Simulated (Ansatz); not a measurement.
# Ge wire along [110], 11 atoms a period, H-terminated: bands under strain, part 2 of 3

What gap, if any, does the Ge wire along [110], 11 atoms a period, H-terminated have, and how does it change under strain?

Ansatz 0.2.0; DFT PBE, plane waves, PAW; relaxation of a wire's period (the session's first sound run).

So far. Step 2 (Relaxation of atoms and period): The cell's length comes to 4.102 Å with spin left out.

## Step 3: The perfect wire

This step: DFT PBE, plane waves, PAW; bands of a perfect wire (Ansatz 0.2.0).

At the relaxed period the bands are computed along the axis; those that cross an energy going forward count the channels that a perfect wire would open there.

The input, input.yaml:

```yaml
crystal:
  lattice:
    - [17.241, 0.0, 0.0]
    - [0.0, 15.457, 0.0]
    - [0.0, 0.0, 4.1023173435]
  atoms:
    - { symbol: H, position: [0.36611065, 0.776352122, 0.0] }
    - { symbol: H, position: [0.366967712, 0.354831875, 0.0] }
    - { symbol: Ge, position: [0.418949693, 0.437218388, 0.0] }
    - { symbol: Ge, position: [0.664517313, 0.305094275, 0.0] }
    - { symbol: H, position: [0.716508945, 0.222843567, 0.0] }
    - { symbol: Ge, position: [0.746826981, 0.434279599, 0.0] }
    - { symbol: H, position: [0.801036303, 0.434491587, 0.297677163] }
    - { symbol: H, position: [0.200529608, 0.646184604, 0.5] }
    - { symbol: H, position: [0.200652944, 0.484836061, 0.5] }
    - { symbol: Ge, position: [0.253955619, 0.565536631, 0.5] }
    - { symbol: Ge, position: [0.498477717, 0.694305314, 0.5] }
    - { symbol: Ge, position: [0.50017319, 0.43484339, 0.5] }
    - { symbol: H, position: [0.53191322, 0.223791329, 0.5] }
    - { symbol: H, position: [0.550829115, 0.776321055, 0.5] }
    - { symbol: Ge, position: [0.584364273, 0.30563547, 0.5] }
    - { symbol: Ge, position: [0.582828933, 0.56547201, 0.5] }
    - { symbol: H, position: [0.801036303, 0.434491587, 0.702322837] }
    - { symbol: Ge, position: [0.334016435, 0.565646512, 0.0] }
    - { symbol: Ge, position: [0.418270645, 0.694176418, 0.0] }
    - { symbol: Ge, position: [0.663987907, 0.563520103, 0.0] }
    - { symbol: H, position: [0.715858387, 0.645916351, 0.0] }
kpoints:
  mp_grid: { grid: [1, 1, 20] }
  band_path: { path: ["Γ", Z], npoints: 90 }
scf:
  occupations: { method: fermi_dirac, width: 0.05 }
hamiltonian:
  xc: pbe
output:
  dos: { e_range: [-5, 4] }
  write_potential: true
  write_density: true
  volumetric_format: npy
```

The run is started by

```bash
> ansatz run input.yaml --threads 4 --pin off --max-ram 16384MiB --backend cpu --events-out ev --progress --plain --runs-dir out
```

Numbers of over 12 decimals in the logs are rounded to 6 here.

The program printed:

```text
[...]
Crystal: 21 atoms, lattice volume = 1093.244 Å³
Basis set: ecut = 420 eV, 21343 PW (Γ)
Bands: 103, of which v1, the nominal top of the filled ones, is band 82 counted from 1 (81 counted from 0)
Symmetry: 2 space group operations
[...]
k-points: 11 of 20
[...]
SCF iter   1: F=—  HF=-47401.145880 eV  |F-HF|=—  |Δ(HF+E_count)|=         —  Δρ=1.25e-3  dr2=2.95e-2  ethr=1.77e-3  ⟨swp⟩=6.8  Hψ=4636  notcnv=0  defer=11
[...]
SCF iter   9: F=-47401.148127 eV  HF=-47401.148127 eV  |F-HF|=1.10e-8  |Δ(HF+E_count)|=   6.65e-8  Δρ=1.14e-6  dr2=2.33e-8  ethr=6.10e-11  ⟨swp⟩=12.4  Hψ=3804  notcnv=0
SCF 1 converged in 9 iterations: F = -47401.148127 eV  dr2 = 2.33e-8
[...]
NSCF: frozen V_eff on 91 k-points
WARN: The output density's exchange-correlation potential varies sharply where the density is thin. Do not read a vacuum level from v_tot or v_xc, or from such a field of the output density. On a cell that repeats whose density bears no net charge and no dipole along the vacuum's axis use v_es (v_loc + v_h of the components); under efield.dipole_correction with no amplitude use v_es + v_field, which holds any externa [...]
SCF converged after 9 iterations
Free energy (F): -47401.148127 eV
[...]
Internal energy: -47401.148127 eV  (E = F + TS)
E sigma→0 (E₀):  -47401.148127 eV
Fermi energy:    -1.058497 eV
[...]
--- Band table (eV; the first three rows and the last of 11) ---
  k-point 0: bands = [... 78 lower, -2.7307, -2.6570, -2.3898, -1.8972, -0.2131, -0.0979, -0.0170, 0.0057, ... 17 higher]
  k-point 1: bands = [... 78 lower, -2.9017, -2.6051, -2.4990, -2.1061, -0.0170, 0.0976, 0.1843, 0.1916, ... 17 higher]
  k-point 2: bands = [... 78 lower, -2.9801, -2.9273, -2.5214, -2.4861, 0.4129, 0.5638, 0.6317, 0.6463, ... 17 higher]
  k-point 10: bands = [... 78 lower, -3.5842, -3.4939, -3.4063, -3.3782, 0.6489, 0.7668, 0.7791, 1.0778, ... 17 higher]
```

Elapsed: 1.7 min, on 4 threads of Intel Xeon Platinum 8559C (Emerald Rapids), shared host; peak memory 6.1 GiB.

The column dr2 measures how far the density is from self-consistency, as an energy; F and HF (Harris–Foulkes) agree once it is small.

This step gave:

```yaml
band_gap: 1.684 eV
```

Electronic bands along the path, in eV, zero at the Fermi level; v1 is the highest filled band, c1 the lowest empty one:

```
  point     v4     v3     v2     v1    c1    c2    c3    c4
      Γ  -1.67  -1.60  -1.33  -0.84  0.85  0.96  1.04  1.06
halfway  -2.23  -2.14  -2.04  -1.70  1.98  2.05  2.20  2.32
      Z  -2.53  -2.44  -2.35  -2.32  1.71  1.83  1.84  2.14
```

The gap is 1.68 eV, with spin left out.

The path shows a direct gap of 1.68 eV (valence top at Γ, conduction bottom at Γ).

## Step 4: At a strained period, period over the relaxed period 0.96, k-mesh 1×1×16

This step: DFT PBE, plane waves, PAW; relaxation at a fixed period (Ansatz 0.2.0).

The period is set to 0.96 times the relaxed one and the atoms relax within it: strain changes bond lengths and angles, which shifts the bands against each other. Against the first PBE run of this kind, the mesh along the wire has 16 points against 20.

The cell differs from the one that the last finished run ended in (c 4.102 → 3.938 Å).

Edit input.yaml of step 3 so:

```diff
@@ -4,3 +4,3 @@
     - [0.0, 15.457, 0.0]
-    - [0.0, 0.0, 4.1023173435]
+    - [0.0, 0.0, 3.9382246497]
   atoms:
@@ -28,3 +28,3 @@
 kpoints:
-  mp_grid: { grid: [1, 1, 20] }
+  mp_grid: { grid: [1, 1, 16] }
   band_path: { path: ["Γ", Z], npoints: 90 }
@@ -34,6 +34,6 @@
   xc: pbe
+relax:
+  max_steps: 40
+  f_tol: 0.02
 output:
-  dos: { e_range: [-5, 4] }
-  write_potential: true
-  write_density: true
-  volumetric_format: npy
+  stress: true
```

The program printed:

```text
Warning: output.stress: scf.convergence.dr2_threshold = 1e-7 eV (the SCF's general default) is looser than the 2.1e-9 eV advised for a printed stress (1e-10 eV for each atom of the cell: 21). What an SCF threshold leaves in a stress goes as its square root, and in the free energy as the threshold itself, and one threshold admits the most on a small cell: [figures from the program's tests cut] Every solve of this run  [...]
[...]
Crystal: 21 atoms, lattice volume = 1049.514 Å³
Basis set: ecut = 420 eV, 20559 PW (Γ), exchange–correlation on 240×216×54 points (8 copies of the dense FFT grid, shifted against one another)
Bands: 103, of which v1, the nominal top of the filled ones, is band 82 counted from 1 (81 counted from 0)
Symmetry: 2 space group operations
[...]
k-points: 9 of 16
[...]
SCF iter   1: F=—  HF=-47400.893693 eV  |F-HF|=—  |Δ(HF+E_count)|=         —  Δρ=1.19e-3  dr2=2.64e-2  ethr=1.77e-3  ⟨swp⟩=6.8  Hψ=3794  notcnv=0  defer=12
[...]
SCF iter   6: F=-47400.894801 eV  HF=-47400.894809 eV  |F-HF|=8.36e-6  |Δ(HF+E_count)|=   2.95e-5  Δρ=2.04e-5  dr2=8.43e-6  ethr=6.10e-9  ⟨swp⟩=4.0  Hψ=2682  notcnv=0
SCF 1 converged in 6 iterations: F = -47400.894801 eV  dr2 = 8.43e-6
[...]
relax step   1: F+E_penalty+E_count = -47400.89480108 eV  Δ(F+E_penalty+E_count) = +0.000e0 eV  max|allowed force component| = 6.554e-1 eV/Å  Δτ_max = 0.0000 Å  (6 SCF iters, dr2 threshold 1.00e-5 eV, accepted)
[...]
SCF iter   6: F=-47400.958180 eV  HF=-47400.958184 eV  |F-HF|=4.09e-6  |Δ(HF+E_count)|=   3.01e-6  Δρ=1.38e-5  dr2=6.31e-6  ethr=1.64e-8  ⟨swp⟩=4.0  Hψ=2625  notcnv=0
SCF 2 converged in 6 iterations: F = -47400.958180 eV  dr2 = 6.31e-6
relax step   2: F+E_penalty+E_count = -47400.95818029 eV  Δ(F+E_penalty+E_count) = -6.338e-2 eV  max|allowed force component| = 2.228e-1 eV/Å  Δτ_max = 0.0767 Å  (6 SCF iters, dr2 threshold 2.69e-5 eV, accepted)
SCF iter   1: F=—  HF=-47400.960676 eV  |F-HF|=—  |Δ(HF+E_count)|=         —  Δρ=7.01e-4  dr2=2.93e-3  ethr=2.17e-5  ⟨swp⟩=2.9  Hψ=1494  notcnv=0  defer=117
[...]
SCF iter   5: F=-47400.960633 eV  HF=-47400.960634 eV  |F-HF|=4.50e-7  |Δ(HF+E_count)|=   1.99e-6  Δρ=7.93e-6  dr2=1.11e-6  ethr=1.89e-9  ⟨swp⟩=4.0  Hψ=2682  notcnv=0
SCF 3 converged in 5 iterations: F = -47400.960633 eV  dr2 = 1.11e-6
relax step   3: F+E_penalty+E_count = -47400.96063307 eV  Δ(F+E_penalty+E_count) = -2.453e-3 eV  max|allowed force component| = 2.899e-2 eV/Å  Δτ_max = 0.0183 Å  (5 SCF iters, dr2 threshold 3.10e-6 eV, accepted)
SCF iter   1: F=—  HF=-47400.960598 eV  |F-HF|=—  |Δ(HF+E_count)|=         —  Δρ=3.28e-4  dr2=6.36e-4  ethr=3.58e-6  ⟨swp⟩=2.0  Hψ=1458  notcnv=0  defer=117
[...]
SCF iter   6: F=-47400.960935 eV  HF=-47400.960935 eV  |F-HF|=2.15e-8  |Δ(HF+E_count)|=   1.07e-8  Δρ=1.29e-6  dr2=3.97e-8  ethr=6.10e-11  ⟨swp⟩=4.0  Hψ=2681  notcnv=0
SCF 4 converged in 6 iterations: F = -47400.960935 eV  dr2 = 3.97e-8
relax step   4: F+E_penalty+E_count = -47400.96093494 eV  Δ(F+E_penalty+E_count) = -3.019e-4 eV  max|allowed force component| = 5.336e-3 eV/Å  Δτ_max = 0.0070 Å  (6 SCF iters, accepted)
[...]
the band table was solved once a step of the walk had ended and its energy, with any forces and stress, was formed, with the checks that follow a solve (4843 applications of the Hamiltonian). They found nothing against the state; the energy, forces and stress were not computed again (output.eigenvalues in the input reference)
[...]
SCF converged after 6 iterations
Free energy (F): -47400.960935 eV
[...]
Internal energy: -47400.960935 eV  (E = F + TS)
E sigma→0 (E₀):  -47400.960935 eV
Fermi energy:    -0.548258 eV
[...]
--- Forces (eV/Å), atoms counted from 1 ---
  atom   1  H     -0.00128645    -0.00102360     0.00000000
  atom   2  H      0.00050297     0.00050512    -0.00000000
  atom   3  Ge    -0.00117231     0.00123871     0.00000000
  atom   4  Ge    -0.00401119     0.00119326     0.00000000
  atom   5  H      0.00129069     0.00224410    -0.00000000
  atom   6  Ge     0.00533764     0.00061902    -0.00000000
  atom   7  H     -0.00049673     0.00011047    -0.00005705
  atom   8  H     -0.00144507    -0.00083389     0.00000000
  atom   9  H     -0.00065119     0.00031259     0.00000000
  atom  10  Ge     0.00221340    -0.00102237    -0.00000000
  atom  11  Ge    -0.00178969     0.00022043     0.00000000
  atom  12  Ge     0.00184945    -0.00101329    -0.00000000
  atom  13  H     -0.00095732     0.00009116     0.00000000
  atom  14  H      0.00088271    -0.00129150    -0.00000000
  atom  15  Ge    -0.00061508    -0.00250179     0.00000000
  atom  16  Ge    -0.00024946     0.00296800     0.00000000
  atom  17  H     -0.00049673     0.00011047     0.00005705
  atom  18  Ge    -0.00089505     0.00091068     0.00000000
  atom  19  Ge     0.00247398     0.00093684    -0.00000000
  atom  20  Ge    -0.00084241    -0.00208571     0.00000000
  atom  21  H      0.00039868    -0.00165087    -0.00000000
  max |Σ_I F_I| component: 4.08e-5 eV/Å
--- Stress (GPa, compression-positive) ---
        0.001870       0.000808      -0.000000
        0.000808      -0.003697      -0.000000
       -0.000000      -0.000000       1.433822
  P = ⅓ Tr σ = 0.4773 GPa (4.773 kbar)
--- Band table (eV; the first three rows and the last of 9) ---
  k-point 0: bands = [... 78 lower, -2.4125, -2.2504, -1.9151, -1.4262, 0.3331, 0.4885, 0.5647, 0.6117, ... 17 higher]
  k-point 1: bands = [... 78 lower, -2.6086, -2.3613, -2.1912, -1.7784, 0.6020, 0.7922, 0.8544, 0.9067, ... 17 higher]
  k-point 2: bands = [... 78 lower, -2.9195, -2.8108, -2.4188, -2.4014, 1.0473, 1.1987, 1.3302, 1.4318, ... 17 higher]
  k-point 8: bands = [... 78 lower, -3.5755, -3.3888, -3.3560, -3.2653, 0.6676, 0.8314, 0.8481, 1.1591, ... 17 higher]
--- Relaxed structure (4 steps of the walk, 4 accepted, 0 SCFs on fresh bases) ---
  F+E_penalty+E_count = -47400.96093494 eV   max|allowed force component| = 5.336e-3 eV/Å
  atoms:
    - { symbol: H, position: [0.364580, 0.777060, 6.687646518865822e-19] }
    - { symbol: H, position: [0.364978, 0.354930, 8.922356227169317e-19] }
    - { symbol: Ge, position: [0.416798, 0.437327, 9.709264837550838e-19] }
    - { symbol: Ge, position: [0.666989, 0.304516, -1.2765476130913107e-18] }
    - { symbol: H, position: [0.718496, 0.221998, -1.0406300994305833e-18] }
    - { symbol: Ge, position: [0.748837, 0.433706, -1.0518631311034675e-18] }
    - { symbol: H, position: [0.804039, 0.433764, 0.304994] }
    - { symbol: H, position: [0.196838, 0.646863, 0.500000] }
    - { symbol: H, position: [0.197085, 0.485066, 0.500000] }
    - { symbol: Ge, position: [0.249893, 0.566042, 0.500000] }
    - { symbol: Ge, position: [0.499496, 0.694719, 0.500000] }
    - { symbol: Ge, position: [0.500838, 0.434919, 0.500000] }
    - { symbol: H, position: [0.531487, 0.223540, 0.500000] }
    - { symbol: H, position: [0.551609, 0.776805, 0.500000] }
    - { symbol: Ge, position: [0.583948, 0.305264, 0.500000] }
    - { symbol: Ge, position: [0.582969, 0.565556, 0.500000] }
    - { symbol: H, position: [0.804039, 0.433764, 0.695006] }
    - { symbol: Ge, position: [0.332845, 0.566095, 4.94472319581981e-19] }
    - { symbol: Ge, position: [0.416393, 0.694733, 8.373876216775574e-19] }
    - { symbol: Ge, position: [0.666954, 0.563367, -1.5169013715448357e-18] }
    - { symbol: H, position: [0.718702, 0.645753, -1.4571040117413586e-18] }
```

Run time: 1.9 min. Hardware: 4 threads; peak memory 6 GiB; 7.4 min of CPU time.

The steps of the relaxation:

```
step  energy less that of the first step (eV)  largest force component (eV/Å)
   1                                   0.0000                          0.6554
   2                                  -0.0634                          0.2228
   3                                  -0.0658                          0.0290
   4                                  -0.0661                          0.0053
```

Forces are held to the 2 operations that the run works with; a distortion that breaks them can't arise in this run.

The atoms that moved most (Å):

```
atom      dx      dy      dz  length
Ge10  -0.070   0.008   0.000   0.070
  H8  -0.064   0.010   0.000   0.065
  H9  -0.062   0.004   0.000   0.062
  H7   0.052  -0.011   0.029   0.060
 H17   0.052  -0.011  -0.029   0.060
Ge20   0.051  -0.002   0.000   0.051
 H21   0.049  -0.003   0.000   0.049
 Ge4   0.043  -0.009   0.000   0.044
```

Final coordinates:

```xyz
21
Lattice="17.2410 0.0000 0.0000 0.0000 15.4570 0.0000 0.0000 0.0000 3.9382" Properties=species:S:1:pos:R:3
H     6.2857   12.0110    0.0000
H     6.2926    5.4862    0.0000
Ge    7.1860    6.7598    0.0000
Ge   11.4996    4.7069    0.0000
H    12.3876    3.4314    0.0000
Ge   12.9107    6.7038    0.0000
H    13.8624    6.7047    1.2011
H     3.3937    9.9986    1.9691
H     3.3980    7.4977    1.9691
Ge    4.3084    8.7493    1.9691
Ge    8.6118   10.7383    1.9691
Ge    8.6349    6.7226    1.9691
H     9.1634    3.4553    1.9691
H     9.5103   12.0071    1.9691
Ge   10.0679    4.7185    1.9691
Ge   10.0510    8.7418    1.9691
H    13.8624    6.7047    2.7371
Ge    5.7386    8.7501    0.0000
Ge    7.1790   10.7385    0.0000
Ge   11.4990    8.7080    0.0000
H    12.3911    9.9814    0.0000
```

This step gave:

| Item | Value |
| --- | --- |
| band gap | 1.759 eV |

The electronic bands at the labelled points (eV, zero at the Fermi level; v1 is the highest filled band, c1 the lowest empty one):

```
  point     v4     v3     v2     v1    c1    c2    c3    c4
      Γ  -1.86  -1.70  -1.37  -0.88  0.88  1.04  1.11  1.16
halfway  -2.67  -2.56  -2.48  -2.13  1.57  1.66  1.80  1.95
      Z  -3.03  -2.84  -2.81  -2.72  1.22  1.38  1.40  1.71
```

The gap is 1.76 eV, against 1.68 eV under PBE at the relaxed period.

## Step 5: At a strained period, period over the relaxed period 0.98, k-mesh 1×1×15

The period is set to 0.98 times the relaxed one and the atoms relax within it: strain changes bond lengths and angles, which shifts the bands against each other. Against the first PBE run of this kind, the mesh along the wire has 15 points against 20.

The cell differs from the one that the last finished run ended in (c 3.938 → 4.020 Å).

Edit input.yaml of step 4 so:

```diff
@@ -4,3 +4,3 @@
     - [0.0, 15.457, 0.0]
-    - [0.0, 0.0, 3.9382246497]
+    - [0.0, 0.0, 4.0202709966]
   atoms:
@@ -28,3 +28,3 @@
 kpoints:
-  mp_grid: { grid: [1, 1, 16] }
+  mp_grid: { grid: [1, 1, 15] }
   band_path: { path: ["Γ", Z], npoints: 90 }
```

The program printed:

```text
[...]
Crystal: 21 atoms, lattice volume = 1071.379 Å³
Basis set: ecut = 420 eV, 20999 PW (Γ), exchange–correlation on 240×216×54 points (8 copies of the dense FFT grid, shifted against one another)
Bands: 103, of which v1, the nominal top of the filled ones, is band 82 counted from 1 (81 counted from 0)
Symmetry: 2 space group operations
[...]
- { symbol: H, position: [0.551191, 0.776706, 0.5] }
    - { symbol: Ge, position: [0.584174, 0.305308, 0.5] }
    - { symbol: Ge, position: [0.582797, 0.565622, 0.5] }
    - { symbol: H, position: [0.802399, 0.434070, 0.698435] }
    - { symbol: Ge, position: [0.333525, 0.565908, 0.0] }
    - { symbol: Ge, position: [0.417311, 0.694618, 0.0] }
    - { symbol: Ge, position: [0.665337, 0.563316, 0.0] }
    - { symbol: H, position: [0.717188, 0.645676, 0.0] }
[key lines of the parts left out:]
SCF converged after 3 iterations
Free energy (F): -47401.103509 eV
Fermi energy:    -0.808611 eV
P = ⅓ Tr σ = 0.2221 GPa (2.221 kbar)
```

Wall time 1.8 min (4 threads); peak memory 6 GiB.

Relaxation path:

```
step  energy less that of the first step (eV)  largest force component (eV/Å)
   1                                   0.0000                          0.3126
   2                                  -0.0143                          0.1056
   3                                  -0.0151                          0.0154
   4                                  -0.0151                          0.0154
```

The run keeps the 2 symmetry operations that it works with, so distortions that break them were not tested.

The atoms that moved most (Å):

```
atom      dx      dy      dz  length
Ge10  -0.033   0.004   0.000   0.033
  H8  -0.031   0.005   0.000   0.031
  H7   0.023  -0.007   0.016   0.029
 H17   0.023  -0.007  -0.016   0.029
  H9  -0.028   0.002   0.000   0.028
Ge20   0.023  -0.003   0.000   0.023
 H21   0.023  -0.004   0.000   0.023
 Ge4   0.021  -0.005   0.000   0.022
```

Final coordinates:

```xyz
21
Lattice="17.2410 0.0000 0.0000 0.0000 15.4570 0.0000 0.0000 0.0000 4.0203" Properties=species:S:1:pos:R:3
H     6.2966   12.0067    0.0000
H     6.3118    5.4856    0.0000
Ge    7.2063    6.7594    0.0000
Ge   11.4779    4.7106    0.0000
H    12.3733    3.4394    0.0000
Ge   12.8929    6.7076    0.0000
H    13.8342    6.7094    1.2124
H     3.4267    9.9932    2.0101
H     3.4312    7.4957    2.0101
Ge    4.3455    8.7457    2.0101
Ge    8.6020   10.7376    2.0101
Ge    8.6306    6.7209    2.0101
H     9.1669    3.4553    2.0101
H     9.5031   12.0055    2.0101
Ge   10.0717    4.7191    2.0101
Ge   10.0480    8.7428    2.0101
H    13.8342    6.7094    2.8079
Ge    5.7503    8.7472    0.0000
Ge    7.1949   10.7367    0.0000
Ge   11.4711    8.7072    0.0000
H    12.3650    9.9802    0.0000
```

The gap is 1.74 eV, against 1.68 eV under PBE at the relaxed period.

(Part 2 of 3 ends here.)

[Logs are printed without paths, hosts, clocks, repeated set-up lines and the standing remarks that a program may print on its own settings, such as how far it seeks lower states.]

[Hosts, paths, dates, database ids (printed as entryN), source tags and the programs' standing remarks are cut or masked in the printed files.]
